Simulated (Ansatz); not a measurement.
# Pb2SeO (built on the sites of a database entry of PbSe): a soft mode frozen in, part 2 of 2

Wanted: the energy along a soft mode of Pb2SeO (built on the sites of a database entry of PbSe) and the structure at the end.

Ansatz 0.2.0; DFT PBEsol, scalar-relativistic, plane waves, PAW.

So far. Step 5 (Energy along the mode, all amplitudes (two of the runs …): The lowest of the steps tried is the last one, at 0.6 Å, 30.2 meV/atom below the parent; the bottom of the well need not coincide with a step. Step 7 (The new phase in its own primitive cell): The largest force component left is 0.37 meV/Å and the pressure is 0.001 GPa, within the tolerances set. The cell now holds 24.90 Å³/atom.

The structure was built from a prototype and need not be the compound's stable phase.

## 8. Modes of the new phase, k-mesh 6×6×6

A relaxed structure may still be a saddle point, so its zone-centre modes are computed. The response to a homogeneous field gives the Born charges and the dielectric tensor.

File input.yaml:

```yaml
crystal:
  lattice:
    - [6.1408556014, -1.8497492516, -0.0073368301]
    - [6.1408556014, 1.8497492516, -0.0073368301]
    - [-0.449446048, 0.0, 4.3848800597]
  atoms:
    - { symbol: Pb, position: [0.6172005061, 0.6172005061, 0.7257739969] }
    - { symbol: Pb, position: [0.3197564149, 0.3197564149, 0.2634241487] }
    - { symbol: Se, position: [0.908590682, 0.908590682, 0.7092083452] }
    - { symbol: O, position: [0.154452397, 0.154452397, 0.4396209669] }
kpoints:
  mp_grid: { grid: [6, 6, 6] }
hamiltonian:
  xc: pbesol
scf:
  occupations: { method: fixed }
output:
  eigenvalues: true
phonons:
  method: dfpt
  dielectric: true
  rigid_motions: translations
```

Command:

```console
$ ansatz run input.yaml --threads 8 --pin off --max-ram 14336MiB --backend cpu --events-out ev --progress --plain --runs-dir out
```

The job ended after 1.7 min (8 threads of Intel Xeon Platinum 8488C (Sapphire Rapids), shared host; peak memory 3.3 GiB).

This step gave:

```
sum-rule residual before enforcement                    : 8.14e-5 eV/Å²
miss of the charge sum rule                             : 0.006530 e
estimated error of the dielectric tensor                : 0.05976
estimated error of the Born charges                     : 0.02318 e
point group                                             : m
highest optical mode at the zone centre (no LO-TO term) : 400.6 cm⁻¹
lowest optical zone-centre mode                         : 38 cm⁻¹
mean high-frequency dielectric constant                 : 12.47
largest Born charge (third of the trace)                : 3.406 e
mean static dielectric constant                         : 32.83
top of the zone-centre spectrum with the field          : 437.7 cm⁻¹
```

Without the LO-TO term. Patterns of degenerate modes are one choice out of their space. The modes at Γ (shares of kinetic energy by element, %):

```
mode  frequency (cm⁻¹)  symmetry  Pb %  Se %  O %
   1               0.0  acoustic    81    16    3
   2               0.0  acoustic    81    16    3
   3               0.0  acoustic    81    16    3
   4              38.0       A''    83    15    2
   5              48.0        A'    69    25    6
   6              72.9        A'    69    29    3
   7             106.9        A'    53    46    1
   8             114.2       A''    31    69    0
   9             133.3        A'    32    67    1
  10             227.7        A'    10     2   88
  11             233.1       A''     5     0   95
  12             400.6        A'     4     1   96
```

Displacements in mode 4 (38.0 cm⁻¹), the largest set to 1:
```
Pb1  0.00  1.00  0.00
Pb2  0.00 -0.72  0.00
Se3  0.00 -0.86  0.00
O4   0.00  0.63  0.00
```

Displacements in mode 8 (114.2 cm⁻¹), the largest set to 1:
```
Pb1  0.00  0.03  0.00
Pb2  0.00 -0.41  0.00
Se3  0.00  1.00  0.00
O4   0.00  0.06  0.00
```

Optical modes at the zone centre, without and with the macroscopic field of the longitudinal modes; each column is sorted by frequency, so a row need not hold one and the same mode. Modes with and without the field, by row:

```
rank among optical modes  no field (cm⁻¹)  q along (1, 0, 0) (cm⁻¹)  q along (0, 1, 0) (cm⁻¹)  q along (0, 0, 1) (cm⁻¹)
                       1               38                        38                      46.5                        38
                       2               48                      48.3                        48                      48.3
                       3             72.9                      96.5                      72.9                        73
                       4            106.9                     114.2                     106.9                       109
                       5            114.2                     115.9                     133.3                     114.2
                       6            133.3                     143.5                     134.8                     150.4
                       7            227.7                     229.1                     227.7                     233.1
                       8            233.1                     233.1                     289.3                     235.9
                       9            400.6                     437.7                     400.6                     418.4
```

Born charge (rows field, columns displacement) (e), principal values of the symmetric part by kind of site:

```
atom  atoms with these values    low  middle   high   mean
 Pb1                        1   1.40    4.11   4.71   3.41
 Pb2                        1   2.08    2.66   3.66   2.80
 Se3                        1  -4.09   -3.73  -2.39  -3.40
  O4                        1  -4.00   -3.28  -1.14  -2.81
```

In full for Se3:

```
-3.01  0.00 -0.64
 0.00 -4.09  0.00
-0.70  0.00 -3.11
```

High-frequency dielectric tensor:

```
11.72  0.00 -0.18
 0.00 14.41  0.00
-0.18  0.00 11.27
```

Static dielectric tensor (ions relaxed, fixed cell):

```
34.35  0.00  0.31
 0.00 46.37  0.00
 0.31  0.00 17.77
```

Transverse modes. Lines of the infrared spectrum (strongest = 100):

```
position (cm⁻¹)  label  relative intensity
             38    A''                 4.7
             48     A'                 0.5
             73     A'                  19
            107     A'                 5.1
            114    A''                  24
            133     A'                  16
            228     A'                  10
            233    A''                  74
            401     A'                 100
```

Before it was imposed, the acoustic sum rule was missed by 8.1e-5 eV/Å² and the charge sum rule by 0.0065 e. Small misses are needed for a sound result but don't prove that mesh and cutoff are converged. The lowest optical mode is real, 38.0 cm⁻¹.

The log warns of the k mesh: “the force constants stand on the 6×6×6 k-mesh, whose period is 8.74 times the interband length at k = (0.3333, 0.3333, -0.3333), direct gap 1.615 eV, under 14: take them and everything formed from them as unconverged”.

## 9. The phases reached

The phases reached along the modes that were followed are set side by side.

Energies are those of the first relaxation, on the mesh of the frozen mode; space group, volume and gap are those of the last relaxation. Phases, by row:

```
          mode frozen in  space group  energy from parent (meV/atom)  volume (Å³/atom)  gap on mesh (eV)  lowest zone-centre optical mode (cm⁻¹)  largest shift (Å)
                  parent         Amm2                              0             23.47             0.345                                       –                  –
q = (0, 0, 0), 180i cm⁻¹           Pm                         -92.05             24.75             0.515                                    41.9              0.766
q = (0, 0, 0), 168i cm⁻¹           Cm                          -69.4              24.9             0.693                                      38              0.678
```

## 10. Outcome

```yaml
unstable_mode_of_the_parent: q = (0, 0, 0), 168i cm⁻¹
depth_at_the_lowest_point_sampled: 30.2 meV/atom
largest_atomic_shift_at_that_point: 0.6 Å
space_group_reached_within_0p01_a: Cm
energy_gained_over_the_parent_first_relaxation_on_the_mesh_of_the_frozen_mode: 69.4 meV/atom
volume_per_atom_phase_reached: 24.9 Å³
gap_on_the_k_mesh_phase_reached: 0.693 eV
lowest_optical_zone_centre_mode_phase_reached: 38.0 cm⁻¹
highest_optical_mode_at_the_zone_centre_no_lo_to_term_phase_reached: 401 cm⁻¹
```

What this shows: Along this mode the structure falls into Cm, 69.4 meV/atom below the parent. At the parent's cell the well is 30.19 meV/atom deep on the steps tried, with its lowest point at a shift of 0.6 Å. That is the last step tried, so the steps alone don't bracket the bottom of the well. Relaxing atoms and cell changes the gain by +39.21 meV/atom against the lowest step (energies at zero smearing). The new phase has no imaginary mode at the zone centre of its cell; other wavevectors were not checked. Of the 2 patterns followed to their end from this parent, this one ends 22.7 meV/atom above the lowest, Pm. Each path keeps the symmetry of its pattern, so a lower phase may lie along a pattern not tried. With the field response the log warns that the k mesh is coarse for the force constants too, so the frequencies may not be converged. Spin-orbit coupling is left out, which can matter for the heavy elements here. The starting cell was built on a prototype and not taken from a measurement, so the phase need not exist.

[Logs are printed without paths, hosts, clocks, repeated set-up lines and the standing remarks that a program may print on its own settings, such as how far it seeks lower states.]

[Hosts, paths, dates, database ids (printed as entryN), source tags and the programs' standing remarks are cut or masked in the printed files.]
